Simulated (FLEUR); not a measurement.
**Collinear magnetic orders of Cobalt with FLEUR**

A self-consistent run ends on one state, which hangs on the start. Several orders of Cobalt are started in FLEUR and their energies compared.

Program: FLEUR MaX-R8.1. Level of theory: PBE; all-electron FLAPW, Dirac cores, scalar-relativistic bands. Results are calculated unless marked as measured.

**1. Starting point**

It takes space group P6_3/mmc (No. 194, hexagonal). Conventional cell: a = 2.507 Å, b = 2.507 Å, c = 4.070 Å, α = 90.00°, β = 90.00°, γ = 120.00°. Co has 12 Co at 2.50 to 2.51 Å nearest.

As a file:

```cif
data_structure
_symmetry_space_group_name_H-M 'P 1'
_symmetry_Int_Tables_number 1
_cell_length_a 2.5074
_cell_length_b 2.5074
_cell_length_c 4.0699
_cell_angle_alpha 90.000
_cell_angle_beta 90.000
_cell_angle_gamma 120.000
_cell_volume 22.16
loop_
_atom_site_label
_atom_site_type_symbol
_atom_site_fract_x
_atom_site_fract_y
_atom_site_fract_z
_atom_site_occupancy
Co1 Co 0.33333 0.66667 0.25000 1
Co2 Co 0.66667 0.33333 0.75000 1
```

**2. Order 1, typed as ferro ++**

The parallel start comes first: it shows whether parallel moments hold.

inpgen writes inp.xml from crystal.txt; cutoffs, mixing, functional, smearing and local orbitals are then set in the file. The k list default-1 (kpts.xml, not shown) is a Γ-centred 18×18×10 mesh; where the ranks do not divide the number of points, some are split in two of half the weight.

The input, inp.xml:

```
<?xml version="1.0" encoding="UTF-8" standalone="no"?>
<fleurInput fleurInputVersion="0.39">
   <comment>
      Co
   </comment>
   <calculationSetup>
      <cutoffs Kmax="3.6" Gmax="10.8" GmaxXC="10.8" numbands="0"/>
      <scfLoop itmax="90" minDistance="0.00002" maxIterBroyd="15" imix="Anderson" alpha="0.05" precondParam="0.0" spinf="2.0" sdNocoIR="T"/>
      <coreElectrons ctail="T" frcor="F" kcrel="0" coretail_lmax="0"/>
      <xcFunctional name="pbe" relativisticCorrections="F"/>
      <magnetism jspins="2"/>
      <soc l_soc="F" theta="0.0" phi="0.0" spav="F"/>
      <expertModes spex="0" secvar="F"/>
      <geometryOptimization l_f="F" forcealpha="1.0" forcemix="BFGS" epsdisp="0.00001" epsforce="0.00001"/>
      <ldaU l_linMix="F" mixParam="0.05" spinf="1.0"/>
   </calculationSetup>
   <cell>
      <bzIntegration valenceElectrons="34.0" mode="hist" fermiSmearingEnergy="0.00367493">
         <kPointListSelection listName="default-1"/>
         <xi:include xmlns:xi="http://www.w3.org/2001/XInclude" href="kpts.xml"> </xi:include>
      </bzIntegration>
      <xi:include xmlns:xi="http://www.w3.org/2001/XInclude" href="sym.xml"> </xi:include>
      <bulkLattice scale="1.0">
         <bravaisMatrix>
            <row-1>    4.7382992847653478     0.0000000000188973     0.0000000000000000</row-1>
            <row-2>   -2.3691496423921228     4.1034875513345304     0.0000000000000000</row-2>
            <row-3>    0.0000000000000000     0.0000000000000000     7.6909963545095392</row-3>
         </bravaisMatrix>
      </bulkLattice>
   </cell>
   <atomSpecies>
      <species name="Cobalt (Co2.000" element="Co" atomicNumber="27">
         <mtSphere radius="2.3" gridPoints="761" logIncrement="0.016"/>
         <atomicCutoffs lmax="8" lnonsphr="6"/>
         <electronConfig flipSpins="F">
            <coreConfig>(1s1/2) (2s1/2) (2p1/2) (2p3/2)</coreConfig>
            <valenceConfig>(3s1/2) (3p1/2) (3p3/2) (4s1/2) (3d3/2) (3d5/2)</valenceConfig>
            <stateOccupation state="(3d3/2)" spinUp="1.5" spinDown="1.3"/>
            <stateOccupation state="(3d5/2)" spinUp="3.0" spinDown="1.2"/>
         </electronConfig>
         <energyParameters s="4" p="4" d="3" f="4"/>
         <lo type="SCLO" l="0" n="3" eDeriv="0"/>
         <lo type="SCLO" l="1" n="3" eDeriv="0"/>
      </species>
   </atomSpecies>
   <atomGroups>
      <atomGroup species="Cobalt (Co2.000">
         <relPos label="                   1">1.000/3.000 -1.000/3.000 1.000/4.000</relPos>
         <relPos label="                   2">-1.000/3.000 1.000/3.000 -1.000/4.000</relPos>
         <force calculate="T" relaxXYZ="TTT"/>
      </atomGroup>
   </atomGroups>
   <output dos="F" band="F" slice="F">
      <bandDOS minEnergy="-.5*Htr" maxEnergy="0.5*Htr" sigma="0.015" storeEVData="T"/>
      <plotting iplot="0" polar="F">
         <plot TwoD="T" vec1="  1.0  0.0  0.0" vec2="  0.0  1.0  0.0" vec3="  0.0  0.0  1.0" zero="  0.0  0.0  0.0" file="plot"/>
      </plotting>
      <moessbauerParams electricFieldGradient="F" isomerShift="F" coreHyperfine="F" valenceHyperfine="F"/>
   </output>
</fleurInput>
```

The input, crystal.txt:

```
Co
&input film=F cartesian=F /
2.50739999997  0.00000000001  0.00000000000
-1.25369999999  2.17147209742  0.00000000000
0.00000000000  0.00000000000  4.06990000000
1.8897261246
1.0 1.0 1.0

2
27 0.33333333333  0.66666666667  0.25000000000 : 2.000
27 0.66666666667  0.33333333333  0.75000000000 : 2.000

&kpt div1=18 div2=18 div3=10 gamma=T /
```

The run is started by

```bash
> OMP_NUM_THREADS=1 inpgen -f crystal.txt > inpgen.log  # inp.xml is then edited as shown
> OMP_NUM_THREADS=1 mpirun -n 4 fleur_MPI > fleur.log
```

The log of the run:

```text
Welcome to FLEUR        (www.flapw.de)
      MaX-Release 8.1          (www.max-centre.eu)

 ========== k-point set info ==========
 Selected k-point list: default-1
 k-point list type: mesh
 0 x 0 x 0
 Number of k points: 224

 ------------Calculation Setup---------------------------
 Number of MPI-tasks      :            4
 Number of PE/node        :            4
 Number of OMP-threads    :            1
 k-points in parallel     :            4
 pe's per k-point         :            1
 No of k-point loops      :           56
 Eigenvalue solver        :       lapack
 Number of basis functions:          136
 Approximate size of matrices (H+S) per k-point:         0.000 GB
 --------------------------------------------------------
 Iteration:     1   Distance:       8.39929058 me/bohr^3
 Iteration:     2   Distance:       6.92792889 me/bohr^3
 Iteration:     3   Distance:       3.90786115 me/bohr^3
 Iteration:     4   Distance:       0.73562565 me/bohr^3
 Iteration:     5   Distance:       0.41215104 me/bohr^3
 Iteration:     6   Distance:       0.18539961 me/bohr^3
 Iteration:     7   Distance:       0.18369400 me/bohr^3
 Iteration:     8   Distance:       0.10516729 me/bohr^3
 Iteration:     9   Distance:       0.09285562 me/bohr^3
 Iteration:    10   Distance:       0.04279054 me/bohr^3
 Iteration:    11   Distance:       0.00872240 me/bohr^3
 Iteration:    12   Distance:       0.00450100 me/bohr^3
 Iteration:    13   Distance:       0.00036638 me/bohr^3
 Iteration:    14   Distance:       0.00033641 me/bohr^3
 Iteration:    15   Distance:       0.00005821 me/bohr^3
 Iteration:    16   Distance:       0.00005610 me/bohr^3
 Iteration:    17   Distance:       0.00001543 me/bohr^3

 ********************************************************************
 Run finished successfully
 Stop message:
   all done
 ********************************************************************

--- out.xml (last complete iteration) ---
<iteration numberForCurrentRun="   17" overallNumber="   17">
         <energyParameters units="Htr">
            <atomicEP atomType="1" spin="1" branch="4s" branchLowest="-3.18" branchHighest="1.75" value="0.2017336291"/>
            <atomicEP atomType="1" spin="1" branch="4p" branchLowest="-1.82" branchHighest="2.33" value="0.3397218381"/>
            <atomicEP atomType="1" spin="1" branch="3d" branchLowest="-9.99" branchHighest="0.37" value="0.2577687942"/>
            <atomicEP atomType="1" spin="1" branch="4f" branchLowest="-9.99" branchHighest="3.56" value="0.6576250980"/>
            <loAtomicEP atomType="1" spin="1" branch="3s" branchLowest="-32.43" branchHighest="-3.18" value="-3.1828893773"/>
            <loAtomicEP atomType="1" spin="1" branch="3p" branchLowest="-27.68" branchHighest="-1.82" value="-1.8331339483"/>
            <atomicEP atomType="1" spin="2" branch="4s" branchLowest="-3.10" branchHighest="1.79" value="0.1877703734"/>
            <atomicEP atomType="1" spin="2" branch="4p" branchLowest="-1.74" branchHighest="2.38" value="0.3201063180"/>
            <atomicEP atomType="1" spin="2" branch="3d" branchLowest="-9.99" branchHighest="0.44" value="0.3094894579"/>
            <atomicEP atomType="1" spin="2" branch="4f" branchLowest="-9.99" branchHighest="3.60" value="0.6340184512"/>
            <loAtomicEP atomType="1" spin="2" branch="3s" branchLowest="-32.40" branchHighest="-3.10" value="-3.1070492811"/>
            <loAtomicEP atomType="1" spin="2" branch="3p" branchLowest="-27.66" branchHighest="-1.74" value="-1.7593596120"/>
         </energyParameters>
         <bandgap value="0.0058207254" units="eV"/>
         <sumValenceSingleParticleEnergies value="-29.4850704506" units="Htr"/>
         <FermiEnergy value="0.3465608745" units="Htr"/>
         <valenceDensity>
            <mtCharges spin="1">
               <mtCharge atomType="1" total="8.8704368" s="1.2107078" p="3.1871968" d="4.4525090" f="0.0149592"/>
            </mtCharges>
            <mtCharges spin="2">
               <mtCharge atomType="1" total="7.1943093" s="1.2212481" p="3.2327925" d="2.7212548" f="0.0145887"/>
            </mtCharges>
            <spinDependentCharge spin="1" total="18.6126434" interstitial="0.8717698" mtSpheres="17.7408736"/>
            <spinDependentCharge spin="2" total="15.3873566" interstitial="0.9987379" mtSpheres="14.3886187"/>
            <totalCharge value="34.0000000000"/>
         </valenceDensity>
         <coreStates atomType="     1" atomicNumber=" 27" spin="1" kinEnergy="    624.7514198310" eigValSum="   -393.8631856869" lostElectrons=" 0.000000">
            <state n="1" l="0" j="0.5" energy="-278.3671789388" weight="1.0000000000"/>
            <state n="2" l="0" j="0.5" energy="-32.4325600961" weight="1.0000000000"/>
            <state n="2" l="1" j="0.5" energy="-28.0507222926" weight="1.0000000000"/>
            <state n="2" l="1" j="1.5" energy="-27.5063621797" weight="2.0000000000"/>
         </coreStates>
         <coreStates atomType="     1" atomicNumber=" 27" spin="2" kinEnergy="    625.1131287340" eigValSum="   -393.7461573631" lostElectrons=" 0.000000">
            <state n="1" l="0" j="0.5" energy="-278.3675132123" weight="1.0000000000"/>
            <state n="2" l="0" j="0.5" energy="-32.3965103794" weight="1.0000000000"/>
            <state n="2" l="1" j="0.5" energy="-28.0241804848" weight="1.0000000000"/>
            <state n="2" l="1" j="1.5" energy="-27.4789766433" weight="2.0000000000"/>
         </coreStates>
         <allElectronCharges>
            <spinDependentCharge spin="1" total="28.6126434" interstitial="0.8717698" mtSpheres="27.7408736"/>
            <spinDependentCharge spin="2" total="25.3873566" interstitial="0.9987379" mtSpheres="24.3886187"/>
            <totalCharge value="54.0000000002"/>
         </allElectronCharges>
         <magneticMomentsInMTSpheres units="muBohr">
            <globalMagMoment atomType="1" vec="0.00000   0.00000   1.67613"/>
            <localMagMoment atomType="1" vec="0.00000   0.00000   1.67613"/>
         </magneticMomentsInMTSpheres>
         <moessbauerParams unitsHFF="kG" unitsIS="e/bohr^3" unitsEFG="Htr/bohr^2">
         </moessbauerParams>
         <totalEnergy value="    -2786.9510045672" units="Htr">
            <sumOfEigenvalues value="    -1604.7037565507">
               <coreElectrons value="-1575.2186861000"/>
               <valenceElectrons value="-29.4850704506"/>
            </sumOfEigenvalues>
            <densityCoulombPotentialIntegral value="-4277.8481270544"/>
            <densityEffectivePotentialIntegral value="-4432.8867328581"/>
            <chargeDenXCDenIntegral value="-119.3917521554"/>
            <FockExchangeEnergyValence value="0.0000000000"/>
            <FockExchangeEnergyCore value="0.0000000000"/>
            <atomTypeDependentContributions atomType="1">
               <electronNucleiInteractionDifferentMTs value="3336.9195979840"/>
               <MadelungTerm value="-19.8985672081"/>
            </atomTypeDependentContributions>
            <tkbTimesEntropy value="0.0022763108"/>
            <freeEnergy value="-2786.9532808780"/>
            <extrapolationTo0K value="-2786.9521427226"/>
         </totalEnergy>
         <densityConvergence units="me/bohr^3">
            <chargeDensity spin="1" distance="0.0000031625"/>
            <chargeDensity spin="2" distance="0.0000129270"/>
            <overallChargeDensity distance="0.0000154286"/>
            <spinDensity distance="0.0000107784"/>
         </densityConvergence>
      </iteration>
```

It took 19 s on 4 MPI ranks of Arm Neoverse V1, shared host; peak memory 0.22 GiB.

Numbers from this step:

- free energy: -75836.8622 eV
- program's band gap on this mesh (in a metal only a level spacing): 0.005821 eV
- magnetization: 3.225 μB
- final state: ferromagnetic
- largest moment: 1.676 μB

After 17 cycles the largest moment stands at 1.68 μB.

**3. Order 2, typed as antiferro q=(0,0,1/2) +-+-**

Another pattern of signs weighs the neighbour shells otherwise.

The cell is doubled to 4 atoms to hold this order. The mesh is halved along the doubled vector, so that both cells sample the same points. The k list default-1 (kpts.xml, not shown) is a Γ-centred 18×18×5 mesh.

Changes to inp.xml since step 2:

```diff
@@ -17,3 +17,3 @@
    <cell>
-      <bzIntegration valenceElectrons="34.0" mode="hist" fermiSmearingEnergy="0.00367493">
+      <bzIntegration valenceElectrons="68.0" mode="hist" fermiSmearingEnergy="0.00367493">
          <kPointListSelection listName="default-1"/>
@@ -26,3 +26,3 @@
             <row-2>   -2.3691496423921228     4.1034875513345304     0.0000000000000000</row-2>
-            <row-3>    0.0000000000000000     0.0000000000000000     7.6909963545095392</row-3>
+            <row-3>    0.0000000000000000     0.0000000000000000    15.3819927090190784</row-3>
          </bravaisMatrix>
@@ -44,2 +44,15 @@
       </species>
+      <species name="Cobalt (Co-2.000" element="Co" atomicNumber="27">
+         <mtSphere radius="2.3" gridPoints="761" logIncrement="0.016"/>
+         <atomicCutoffs lmax="8" lnonsphr="6"/>
+         <electronConfig flipSpins="F">
+            <coreConfig>(1s1/2) (2s1/2) (2p1/2) (2p3/2)</coreConfig>
+            <valenceConfig>(3s1/2) (3p1/2) (3p3/2) (4s1/2) (3d3/2) (3d5/2)</valenceConfig>
+            <stateOccupation state="(3d3/2)" spinUp="1.3" spinDown="1.5"/>
+            <stateOccupation state="(3d5/2)" spinUp="1.2" spinDown="3.0"/>
+         </electronConfig>
+         <energyParameters s="4" p="4" d="3" f="4"/>
+         <lo type="SCLO" l="0" n="3" eDeriv="0"/>
+         <lo type="SCLO" l="1" n="3" eDeriv="0"/>
+      </species>
    </atomSpecies>
@@ -47,4 +60,9 @@
       <atomGroup species="Cobalt (Co2.000">
-         <relPos label="                   1">1.000/3.000 -1.000/3.000 1.000/4.000</relPos>
-         <relPos label="                   2">-1.000/3.000 1.000/3.000 -1.000/4.000</relPos>
+         <relPos label="                   1">1.000/3.000 -1.000/3.000 -1.000/8.000</relPos>
+         <relPos label="                   3">-1.000/3.000 1.000/3.000 1.000/8.000</relPos>
+         <force calculate="T" relaxXYZ="TTT"/>
+      </atomGroup>
+      <atomGroup species="Cobalt (Co-2.000">
+         <relPos label="                   2">1.000/3.000 -1.000/3.000 3.000/8.000</relPos>
+         <relPos label="                   4">-1.000/3.000 1.000/3.000 -3.000/8.000</relPos>
          <force calculate="T" relaxXYZ="TTT"/>
```

The input, crystal.txt:

```
Co
&input film=F cartesian=F /
2.50739999997  0.00000000001  0.00000000000
-1.25369999999  2.17147209742  0.00000000000
0.00000000000  0.00000000000  8.13980000000
1.8897261246
1.0 1.0 1.0

4
27 0.33333333333  0.66666666667  0.12500000000 : 2.000
27 0.33333333333  0.66666666667  0.62500000000 : -2.000
27 0.66666666667  0.33333333333  0.37500000000 : 2.000
27 0.66666666667  0.33333333333  0.87500000000 : -2.000

&kpt div1=18 div2=18 div3=5 gamma=T /
```

The log of the run:

```text
[banner, memory and clock lines left out]
Welcome to FLEUR        (www.flapw.de)
      MaX-Release 8.1          (www.max-centre.eu)

 ========== k-point set info ==========
 Selected k-point list: default-1
 k-point list type: mesh
 0 x 0 x 0
 Number of k points: 168

 ------------Calculation Setup---------------------------
 Number of PE/node        :            4
 Number of OMP-threads    :            1
 k-points in parallel     :            4
 pe's per k-point         :            1
 No of k-point loops      :           42
 Eigenvalue solver        :       lapack
 Number of basis functions:          270
 Approximate size of matrices (H+S) per k-point:         0.001 GB
 Iteration:     1   Distance:       9.64558815 me/bohr^3
 Iteration:     2   Distance:       8.56052371 me/bohr^3
 Iteration:     3   Distance:       6.75841146 me/bohr^3
 Iteration:     4   Distance:       1.73465777 me/bohr^3
 Iteration:     5   Distance:       1.91954206 me/bohr^3
 Iteration:     6   Distance:       1.08826034 me/bohr^3
 Iteration:     7   Distance:       1.44240849 me/bohr^3
 Iteration:     8   Distance:       0.74062207 me/bohr^3
 Iteration:     9   Distance:       0.48227402 me/bohr^3
 Iteration:    10   Distance:       0.31302121 me/bohr^3
 Iteration:    11   Distance:       0.27245890 me/bohr^3
 Iteration:    12   Distance:       0.05841264 me/bohr^3
 Iteration:    13   Distance:       0.06777923 me/bohr^3
 Iteration:    14   Distance:       0.02265334 me/bohr^3
 Iteration:    15   Distance:       0.00944067 me/bohr^3
 Iteration:    16   Distance:       0.00916949 me/bohr^3
 Iteration:    17   Distance:       0.00890783 me/bohr^3
 Iteration:    18   Distance:       0.00753409 me/bohr^3
 Iteration:    19   Distance:       0.00172524 me/bohr^3
 Iteration:    20   Distance:       0.00158296 me/bohr^3
 Iteration:    21   Distance:       0.00091146 me/bohr^3
 Iteration:    22   Distance:       0.00031317 me/bohr^3
 Iteration:    23   Distance:       0.00020135 me/bohr^3
 Iteration:    24   Distance:       0.00026649 me/bohr^3
 Iteration:    25   Distance:       0.00007699 me/bohr^3
 Iteration:    26   Distance:       0.00003008 me/bohr^3
 Iteration:    27   Distance:       0.00005485 me/bohr^3
 Iteration:    28   Distance:       0.00000535 me/bohr^3

 ********************************************************************
 Run finished successfully
 Stop message:
   all done
 ********************************************************************

--- out.xml (last complete iteration) ---
<iteration numberForCurrentRun="   28" overallNumber="   28">
         [... left out ...]
         <bandgap value="0.0000000698" units="eV"/>
         <sumValenceSingleParticleEnergies value="-58.9897019531" units="Htr"/>
         <FermiEnergy value="0.3480478696" units="Htr"/>
         <valenceDensity>
            <mtCharges spin="1">
               <mtCharge atomType="1" total="8.7763944" s="1.2171286" p="3.2047921" d="4.3346890" f="0.0149764"/>
               <mtCharge atomType="2" total="7.2887148" s="1.2157961" p="3.2159238" d="2.8372560" f="0.0150328"/>
            </mtCharges>
            <mtCharges spin="2">
               <mtCharge atomType="1" total="7.2887149" s="1.2157961" p="3.2159238" d="2.8372560" f="0.0150328"/>
               <mtCharge atomType="2" total="8.7763944" s="1.2171286" p="3.2047921" d="4.3346889" f="0.0149764"/>
            </mtCharges>
            <spinDependentCharge spin="1" total="34.0000000" interstitial="1.8697814" mtSpheres="32.1302186"/>
            <spinDependentCharge spin="2" total="34.0000000" interstitial="1.8697814" mtSpheres="32.1302186"/>
            <totalCharge value="68.0000000000"/>
         </valenceDensity>
         [... left out ...]
         <magneticMomentsInMTSpheres units="muBohr">
            <globalMagMoment atomType="1" vec="0.00000   0.00000   1.48768"/>
            <localMagMoment atomType="1" vec="0.00000   0.00000   1.48768"/>
            <globalMagMoment atomType="2" vec="0.00000   0.00000  -1.48768"/>
            <localMagMoment atomType="2" vec="0.00000   0.00000  -1.48768"/>
         </magneticMomentsInMTSpheres>
         [... left out ...]
         <totalEnergy value="    -5573.8822549999" units="Htr">
            <sumOfEigenvalues value="    -3209.4986849906">
               <coreElectrons value="-3150.5089830375"/>
               <valenceElectrons value="-58.9897019531"/>
            </sumOfEigenvalues>
            <densityCoulombPotentialIntegral value="-8555.7812796373"/>
            <densityEffectivePotentialIntegral value="-8865.8052350728"/>
            <chargeDenXCDenIntegral value="-238.7438407579"/>
            <FockExchangeEnergyValence value="0.0000000000"/>
            <FockExchangeEnergyCore value="0.0000000000"/>
         [... left out ...]
            <tkbTimesEntropy value="0.0069179288"/>
            <freeEnergy value="-5573.8891729286"/>
            <extrapolationTo0K value="-5573.8857139643"/>
         </totalEnergy>
         <densityConvergence units="me/bohr^3">
            <chargeDensity spin="1" distance="0.0000040915"/>
            <chargeDensity spin="2" distance="0.0000028331"/>
            <overallChargeDensity distance="0.0000053459"/>
            <spinDensity distance="0.0000045777"/>
         </densityConvergence>
      </iteration>
```

It took 88 s on 4 MPI ranks; peak memory 0.3 GiB; 5.9 min of CPU time.

Spin moment in the muffin-tin sphere by atom:

```csv
atom,spin moment in the muffin-tin sphere (μB)
Co1,1.49
Co2,-1.49
Co3,1.49
Co4,-1.49
```

Numbers from this step:

- free energy: -151673.2512 eV
- program's band gap on this mesh (in a metal only a level spacing): 6.98e-8 eV
- magnetization: 0 μB
- final state: antiferromagnetic

It lies 118 meV a seeded atom over the first start, and its largest moment is 1.49 μB against 1.68 μB.

(Part 1 of 3 ends here.)

[Logs and program files are shortened in this print: banners, set-up blocks, solver, clock and traceback lines can be left out without a mark of their own.]

[Logs are printed without paths, hosts, clocks, repeated set-up lines and the standing remarks that a program may print on its own settings, such as how far it seeks lower states.]

[Hosts, paths, dates, database ids (printed as entryN), source tags and the programs' standing remarks are cut or masked in the printed files.]

[Where a cell is said to come from a database of computed structures, the database is the Materials Project.]
